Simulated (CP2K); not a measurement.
Consider sulfur hexafluoride at its PBE geometry (Å).

```xyz
7

F     1.5894    0.0000    0.0000
S     0.0000    0.0000    0.0000
F    -1.5894    0.0000    0.0000
F     0.0000    1.5894    0.0000
F     0.0000   -1.5894    0.0000
F     0.0000    0.0000    1.5894
F     0.0000    0.0000   -1.5894
```

Method: CP2K XAS_TDP, all-electron GAPW, PBEh(45%), aug-cc-pVDZ, TDA, GW2X-corrected core level, no relativity.

**Question.** Predict the bright core excitations at the F K edge.

Leading lines: F1 687.37 eV. The leading line of an atom is its first one with 35 % of the strongest within 2.5 eV of its lowest line over the strength cut. Core ionisation energies at this level: F1 694.23 eV.

The first six lines of each atom with a strength over 0.0015:

| atom | energy (eV) | states | strength, one atom | above the computed threshold |
| --- | --- | --- | --- | --- |
| F1 (bonded to S), 6 alike | 687.37 | 1 | 0.0343 |  |
|  | 692.95 | 1 | 0.0055 |  |
|  | 693.16 | 1 | 0.0054 |  |
|  | 693.57 | 2 | 0.0118 |  |
|  | 694.52 | 1 | 0.0017 | yes |
|  | 696.14 | 1 | 0.0015 | yes |

Lines are vertical, at one geometry, with no vibrational structure. GW2X ionisation energies and lines can be off by 1 to 2 eV either way, and a good line position may hide errors that cancel. These values hold no scalar relativity, about 0.7 eV for F 1s. Rydberg lines, and the discretised continuum above threshold, depend on the basis and the box.

[Banner, clock and machine lines of the logs are left out without a mark of their own.]

[Logs are printed without paths, hosts, clocks, repeated set-up lines and the standing remarks that a program may print on its own settings, such as how far it seeks lower states.]

[Hosts, paths, dates, database ids (printed as entryN), source tags and the programs' standing remarks are cut or masked in the printed files.]
